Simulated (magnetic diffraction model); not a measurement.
**Magnetic neutron pattern of AlNiBr5**

Space group Ama2 (no. 40), a = 12.7790 Å, b = 13.0380 Å, c = 4.8620 Å.

```csv
site,atom,x,y,z
8c,Br,0.6095,0.0673,0.9992
4b,Br,3/4,0.1952,0.5190
8c,Br,0.6208,0.3296,0.9487
4a,Ni,1/2,0,0.5021
4b,Al,3/4,0.2024,0.9904
```

The compound is invented for this exercise: a known structure type with other elements, its cell scaled to their sizes and not relaxed.

Only Ni is taken to order (form factors of Ni2+); orders and moment sizes are assumed, and not adapted to the symmetry. Radiation: neutrons of λ = 1.594 Å, 3° to 35°; isotropic B of 0.36 Å² (Br), 0.35 Å² (Ni) and 0.51 Å² (Al). Simulated constant-wavelength pattern: nuclear and magnetic terms add, the magnetic one as |2.695 fm × Σ f S⊥ exp(2πi Q·r) exp(−B s²)|², summed over all Q at one angle with the factor 1/(sin²θ cos θ). For a modulated order the moment at position r is S exp(−2πi k·r) + c.c., with S = m/2 for a sine wave of amplitude m and S = m(u + iv)/2 for moments turning in a plane, u and v being orthogonal unit vectors in it; the phase factor of the sum at Q = H + k is then exp(2πi H·r). Free-ion form factors, Sears's scattering lengths of 1992, no absorption; a label names one of the reflections at its angle. The strongest nuclear line in the range is 100, and lines under 0.2 are left out.

Assume the order k = (0 0 1/4), moments turning in the plane of [100] and [010], 1.72 μB on Ni; signs + at (1/2, 0, 0.5021), + at (0, 0, 0.5021).

Q: Where does magnetic intensity appear, and how strong is it?

| 2θ (°) | index | nuclear | magnetic |
| --- | --- | --- | --- |
| 4.70 | (0 0 1/4) | 0.0 | 24.6 |
| 14.04 | (0 2 0) | 3.9 | 0.0 |
| 14.33 | (2 0 0) | 2.9 | 0.0 |
| 14.82 | (0 2 1/4) | 0.0 | 2.5 |
| 15.09 | (2 0 1/4) | 0.0 | 2.4 |
| 15.78 | (1 2 0) | 9.7 | 0.0 |
| 15.78 | (0 1 3/4) | 0.0 | 3.5 |
| 20.12 | (2 2 0) | 100.0 | 0.0 |
| 20.15 | (0 1 1) | 7.9 | 0.0 |
| 20.67 | (2 2 1/4) | 0.0 | 2.2 |
| 21.38 | (2 1 3/4) | 0.0 | 2.8 |
| 21.41 | (1 1 1) | 36.8 | 0.0 |
| 24.69 | (0 1 5/4) | 0.0 | 1.3 |
| 24.82 | (2 1 1) | 16.5 | 0.0 |
| 25.51 | (0 3 3/4) | 0.0 | 0.8 |
| 25.83 | (3 2 0) | 5.7 | 0.0 |
| 28.31 | (0 4 0) | 2.0 | 0.0 |
| 28.48 | (0 3 1) | 14.0 | 0.0 |
| 28.66 | (2 1 5/4) | 0.0 | 1.6 |
| 28.71 | (0 4 1/4) | 0.0 | 0.5 |
| 28.89 | (4 0 0) | 1.9 | 0.0 |
| 29.23 | (1 4 0) | 6.4 | 0.0 |
| 29.29 | (4 0 1/4) | 0.0 | 0.5 |
| 29.38 | (2 3 3/4) | 0.0 | 1.1 |
| 29.40 | (1 3 1) | 19.7 | 0.0 |
| 29.68 | (3 1 1) | 67.1 | 0.0 |
| 31.86 | (2 4 0) | 5.3 | 0.0 |
| 31.92 | (0 3 5/4) | 0.0 | 0.5 |
| 32.02 | (2 3 1) | 30.0 | 0.0 |
| 32.23 | (2 4 1/4) | 0.0 | 0.7 |
| 32.62 | (4 2 1/4) | 0.0 | 0.7 |
| 33.09 | (4 1 3/4) | 0.0 | 0.8 |
| 33.34 | (0 0 7/4) | 0.0 | 0.3 |

The strongest magnetic line in the range is (0 0 1/4) at 4.70° (24.6). On top of the Lorentz factor, which all lines share, magnetic lines fade with angle because f falls: for Ni2+ it is 0.92, 0.73, 0.52 and 0.21 at sin θ/λ = 0.1, 0.2, 0.3 and 0.5 Å⁻¹, while nuclear lengths stay constant. The order has no net moment.

[Logs are printed without paths, hosts, clocks, repeated set-up lines and the standing remarks that a program may print on its own settings, such as how far it seeks lower states.]
